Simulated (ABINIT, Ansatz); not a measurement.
# How the form of the self-energy moves the gap of SiC (P6_3mc)

How much does the gap of SiC (P6_3mc) depend on the approximation to the self-energy?

Program: ABINIT 10.8.3. Level of theory: PBE and many-body steps on it, plane waves. Results are calculated unless marked as measured.

**The experiments to reproduce.**

- Gap 3.2 eV: experimental band gap quoted from earlier work; bulk crystal (quoted in “Local vibrational modes of Si vacancy spin qubits in SiC”, 2020, arxiv:2002.00067).

- Gap 3.26 eV: band gap of pure 4H-SiC, stated as experimental; bulk crystal (pure 4H-SiC, measurement details not given) (quoted in “IBIL Measurement and Optical Simulation of the DI Center in 4H-SiC”, 2023, pmc:10096426).

- Gap 3.285 eV: band gap at low temperature, quoted from earlier experiments; bulk crystal (quoted in “Excitation properties of the divacancy in 4H-SiC”, 2018, arxiv:1804.01167).

This is a report of a sequence of runs, with most program output left out.

### Step 1. The structure

It takes space group P6_3mc (No. 186, hexagonal). Conventional cell: a = 3.076 Å, b = 3.076 Å, c = 10.071 Å, α = 90.00°, β = 90.00°, γ = 120.00°. Si has 4 C at 1.88 to 1.89 Å nearest. Nearest to Si lie 4 C at 1.88 to 1.89 Å. C has 4 Si at 1.88 to 1.89 Å nearest. Nearest to C lie 4 Si at 1.88 to 1.89 Å. Farther neighbours are not listed.

The cell and positions are those that the Materials Project relaxed with its own functionals (PBE, PBE+U or r2SCAN), kept fixed.

### Step 2. Empty states on the mesh, 6×6×2 mesh, 599 bands

This step: ABINIT 10.8.3; DFT, PBE, plane waves, norm-conserving pseudopotentials.

The sums over transitions need many empty states on a uniform mesh; this step solves for them.

Contents of run.abi:

```
acell 3*1.0 Angstrom
rprim 
  3.075694149693 -0.000000000023 0.000000000000
  -1.537847074826 2.663629267917 0.000000000000
  0.000000000000 0.000000000000 10.070646480000
ntypat 2
znucl 14 6
natom 8
typat 1 1 1 1 2 2 2 2
xred 
  0.666666666667 0.333333333333 0.937841980000
  0.333333333333 0.666666666667 0.437841980000
  -0.000000000000 -0.000000000000 0.687894380000
  -0.000000000000 -0.000000000000 0.187894380000
  0.666666666667 0.333333333333 0.749802590000
  0.333333333333 0.666666666667 0.249802590000
  -0.000000000000 -0.000000000000 0.500460050000
  -0.000000000000 -0.000000000000 0.000460050000
pp_dirpath "pseudos"
pseudos "Si.upf, C.upf"
ecut 37
ngkpt 6 6 2
nshiftk 1
shiftk 0 0 0
kptopt 1
chksymbreak 0
iscf -2
irdden 1
istwfk *1
nband 599
nbdbuf 54
tolwfr 1e-09
nstep 60
prtvol 0
indata_prefix "in"
outdata_prefix "out"
tmpdata_prefix "tmp"
```

Launch:

```
OMP_NUM_THREADS=1 mpirun -n 16 abinit run.abi > log
```

It took 15 min on 16 MPI ranks of Arm Neoverse N1, shared host; peak memory 2.1 GiB.

Numbers from this step:

| Property | Result |
| --- | --- |
| gap | 2.228 eV |
| k of the valence top | 0, 0, 0 |
| k of the conduction bottom | 0.5, 0, 0 |
| least direct gap | 3.353 eV |
| k points computed | 14 |
| lowest point of the top converged band, above the valence top | 181.2727 eV |

On this mesh the gap is 2.228 eV.

The density comes from a self-consistent run that is not shown.

### Step 3. Screening, 6×6×2 mesh, 232 bands, screening to 176.9 eV

The RPA dielectric matrix is built and inverted for each q.

This step: RPA screening on PBE, plane waves, norm-conserving pseudopotentials.

run.abi: that of step 2 with these lines changed.

```diff
@@ -26,10 +26,11 @@
 chksymbreak 0
-iscf -2
-irdden 1
 istwfk *1
-nband 599
-nbdbuf 54
-tolwfr 1e-09
-nstep 60
-prtvol 0
+occopt 1
+irdwfk 1
+optdriver 3
+nband 232
+ecuteps 6.5
+inclvkb 2
+awtr 1
+symchi 1
 indata_prefix "in"
```

Elapsed: 10 min, on 16 MPI ranks; peak memory 7.4 GiB; 2.7 h of CPU time.

This step gave:

```
ε∞ with local fields, on this mesh, along the program's q direction : 6.958
the same without local fields                                       : 7.613
plasma frequency                                                    : 23.13 eV
plane waves in the screening matrix                                 : 447
```

Local fields lower ε∞ by 9 %.

### Step 4. G0W0, Godby-Needs plasmon pole

The self-energy is evaluated for the states that the input lists, and the levels follow from it, in one-shot runs by the linearised quasiparticle equation.

This step: G0W0 on PBE, plane waves, norm-conserving pseudopotentials.

run.abi: that of step 3 with these lines changed.

```diff
@@ -29,8 +29,17 @@
 irdwfk 1
-optdriver 3
+optdriver 4
 nband 232
+gwcalctyp 0
+ecutsigx 37
+symsigma 1
+nkptgw 2
+kptgw 
+  0.0000000000 0.0000000000 0.0000000000
+  0.5000000000 0.0000000000 0.0000000000
+bdgw 
+  15 18
+  15 18
 ecuteps 6.5
-inclvkb 2
-awtr 1
-symchi 1
+irdscr 1
+ppmodel 1
 indata_prefix "in"
```

Wall time 53 s (16 MPI ranks); peak memory 6.8 GiB.

This step gave:

```
G0W0 gap on the points computed              : 2.909 eV
starting gap on the mesh                     : 2.228 eV
k of the valence top                         : 0, 0, 0
k of the conduction bottom                   : 0.5, 0, 0
Z at the valence top                         : 0.794
Z at the conduction bottom                   : 0.819
least direct G0W0 gap on the computed points : 4.183 eV
```

The gap on the mesh goes from 2.23 eV to 2.91 eV, a correction of +0.68 eV.

### Step 5. G0W0, Engel-Farid plasmon pole

run.abi: that of step 4 with these lines changed.

```diff
@@ -43,3 +43,3 @@
 irdscr 1
-ppmodel 1
+ppmodel 4
 indata_prefix "in"
```

It took 36 s on 16 MPI ranks; peak memory 5.5 GiB; 9.5 min of CPU time.

Numbers from this step:

| Item | Value |
| --- | --- |
| G0W0 gap on the points computed | 2.991 eV |
| starting gap on the mesh | 2.228 eV |
| k of the valence top | 0, 0, 0 |
| k of the conduction bottom | 0.5, 0, 0 |
| Z at the valence top | 0.808 |
| Z at the conduction bottom | 0.831 |
| least direct G0W0 gap on the computed points | 4.273 eV |

Against G0W0 in ABINIT (6×6×2 mesh, 232 bands, screening to 176.9 eV, Godby-Needs plasmon pole), the gap moves by +0.082 eV.

### Step 6. G0W0, Hybertsen-Louie plasmon pole

run.abi: that of step 5 with these lines changed.

```diff
@@ -43,3 +43,3 @@
 irdscr 1
-ppmodel 4
+ppmodel 2
 indata_prefix "in"
```

It took 47 s on 16 MPI ranks; peak memory 6.2 GiB; 12 min of CPU time.

This step gave:

```yaml
g0w0_gap_on_the_points_computed: 2.977 eV
starting_gap_on_the_mesh: 2.228 eV
k_of_the_valence_top: 0, 0, 0
k_of_the_conduction_bottom: 0.5, 0, 0
least_direct_g0w0_gap_on_the_computed_points: 4.264 eV
```

Against G0W0 in ABINIT (6×6×2 mesh, 232 bands, screening to 176.9 eV, Godby-Needs plasmon pole), the gap moves by +0.068 eV.

### Step 7. One-shot Hartree-Fock

This step: one-shot Hartree-Fock on PBE, plane waves, norm-conserving pseudopotentials.

run.abi: that of step 6 with these lines changed.

```diff
@@ -30,4 +30,4 @@
 optdriver 4
-nband 232
-gwcalctyp 0
+nband 20
+gwcalctyp 5
 ecutsigx 37
@@ -41,5 +41,4 @@
   15 18
-ecuteps 6.5
-irdscr 1
-ppmodel 2
+ixc_sigma 40
+fftgw 31
 indata_prefix "in"
```

Wall time 5.6 s (16 MPI ranks); peak memory 0.7 GiB.

This step gave:

| Property | Result |
| --- | --- |
| quasiparticle gap on the points computed | 9.032 eV |
| starting gap on the mesh | 2.228 eV |
| k of the valence top | 0, 0, 0 |
| k of the conduction bottom | 0.5, 0, 0 |
| least direct quasiparticle gap on the computed points | 10.62 eV |

Against G0W0 in ABINIT (6×6×2 mesh, 232 bands, screening to 176.9 eV, Godby-Needs plasmon pole), the gap moves by +6.123 eV.

### Step 8. Screening, 6×6×2 mesh, 232 bands, screening to 176.9 eV

This step: RPA screening on PBE, plane waves, norm-conserving pseudopotentials.

run.abi: that of step 7 with these lines changed.

```diff
@@ -29,16 +29,14 @@
 irdwfk 1
-optdriver 4
-nband 20
-gwcalctyp 5
-ecutsigx 37
-symsigma 1
-nkptgw 2
-kptgw 
-  0.0000000000 0.0000000000 0.0000000000
-  0.5000000000 0.0000000000 0.0000000000
-bdgw 
-  15 18
-  15 18
-ixc_sigma 40
-fftgw 31
+optdriver 3
+nband 232
+ecuteps 6.5
+inclvkb 2
+awtr 1
+symchi 1
+gwcalctyp 2
+nfreqre 16
+freqremax 40 eV
+nfreqim 8
+spmeth 1
+nomegasf 120
 indata_prefix "in"
```

The job ended after 12 min (16 MPI ranks; peak memory 9.7 GiB).

This step gave:

| Quantity | Value |
| --- | --- |
| ε∞ with local fields, on this mesh, along the program's q direction | 6.995 |
| the same without local fields | 7.656 |
| plasma frequency | 23.13 eV |
| plane waves in the screening matrix | 447 |

### Step 9. G0W0, contour deformation

This step: G0W0 on PBE, plane waves, norm-conserving pseudopotentials.

run.abi: that of step 8 with these lines changed.

```diff
@@ -29,14 +29,17 @@
 irdwfk 1
-optdriver 3
+optdriver 4
 nband 232
+gwcalctyp 2
+ecutsigx 37
+symsigma 1
+nkptgw 2
+kptgw 
+  0.0000000000 0.0000000000 0.0000000000
+  0.5000000000 0.0000000000 0.0000000000
+bdgw 
+  15 18
+  15 18
 ecuteps 6.5
-inclvkb 2
-awtr 1
-symchi 1
-gwcalctyp 2
-nfreqre 16
-freqremax 40 eV
-nfreqim 8
-spmeth 1
-nomegasf 120
+irdscr 1
+gwmem 01
 indata_prefix "in"
```

It took 61 s on 16 MPI ranks; peak memory 5.2 GiB.

Numbers from this step:

| Item | Value |
| --- | --- |
| G0W0 gap on the points computed | 2.966 eV |
| starting gap on the mesh | 2.228 eV |
| k of the valence top | 0, 0, 0 |
| k of the conduction bottom | 0.5, 0, 0 |
| least direct G0W0 gap on the computed points | 4.23 eV |

Against G0W0 in ABINIT (6×6×2 mesh, 232 bands, screening to 176.9 eV, Godby-Needs plasmon pole), the gap moves by +0.057 eV.

### Step 10. Side by side

Times are wall times on 16 MPI ranks of Arm Neoverse N1, shared host, good to a factor of about two. A run's time includes the screening step that it read.

```
                               run   mesh  bands  screening cutoff (eV)  DFT gap (eV)  gap on the mesh (eV)  direct (eV)  ε∞ used    time
    G0W0, Godby-Needs plasmon pole  6×6×2    232                  176.9         2.228                 2.909        4.183     6.96  11 min
    G0W0, Engel-Farid plasmon pole  6×6×2    232                  176.9         2.228                 2.991        4.273     6.96  11 min
G0W0, Hybertsen-Louie plasmon pole  6×6×2    232                  176.9         2.228                 2.977        4.264     6.96  11 min
             one-shot Hartree-Fock  6×6×2      -                      -         2.228                 9.032       10.624        -   5.6 s
         G0W0, contour deformation  6×6×2    232                  176.9         2.228                 2.966        4.230     7.00  13 min
```

### Step 11. What came out

```
G0W0, Godby-Needs plasmon pole     : 2.909 eV
G0W0, Engel-Farid plasmon pole     : 2.991 eV
G0W0, Hybertsen-Louie plasmon pole : 2.977 eV
one-shot Hartree-Fock              : 9.032 eV
G0W0, contour deformation          : 2.966 eV
known limits                       : not at the basis limit
```

**Reading.** G0W0, Engel-Farid plasmon pole: +0.082 eV against G0W0, Godby-Needs plasmon pole. G0W0, Hybertsen-Louie plasmon pole: +0.068 eV against G0W0, Godby-Needs plasmon pole. One-shot Hartree-Fock: +6.123 eV against G0W0, Godby-Needs plasmon pole. G0W0, contour deformation: +0.057 eV against G0W0, Godby-Needs plasmon pole. Bare exchange alone opens the gap to 9.03 eV; against G0W0, correlation takes back 6.12 eV. Against experiment, by G0W0, Godby-Needs plasmon pole: the gap of 2.91 eV lies −0.29 eV from the measured 3.2 eV (kind not stated, quoted 2020); the gap of 2.91 eV lies −0.35 eV from the measured 3.26 eV (kind not stated, quoted 2023); the gap of 2.91 eV lies −0.38 eV from the measured 3.285 eV (kind not stated, quoted 2018). These are gaps on the mesh, at modest bands and cutoff. The calculation has static nuclei and no excitons; a measured gap holds zero-point and thermal motion, which mostly lowers it. Bands and cutoff are finite, so the gap is not at the basis limit. The miss can reach some tenths of an eV and take either sign; the mesh is an error of its own. In the G0W0 runs levels were corrected at 2 k points alone, so a gap called «on the mesh» is the least over those, and an edge elsewhere would be missed.

[Paths, hosts, dates, memory and timing lines, banners, echoed tables and standing remarks are left out of the program output.]

[Logs are printed without paths, hosts, clocks, repeated set-up lines and the standing remarks that a program may print on its own settings, such as how far it seeks lower states.]

[Runs of the session that timed out or met a known fault of the program may be left out.]

[Hosts, paths, dates, database ids (printed as entryN), source tags and the programs' standing remarks are cut or masked in the printed files.]

[G0W0 gaps are taken among the corrected bands and points alone; a level outside them can change the order at an edge.]

[Where Ansatz stands beside ABINIT at settings called matched, ABINIT's density can come from a denser mesh and the files from another edition; pairs whose starting gaps differed by over 0.03 eV were left out, so agreement reads better than it is.]
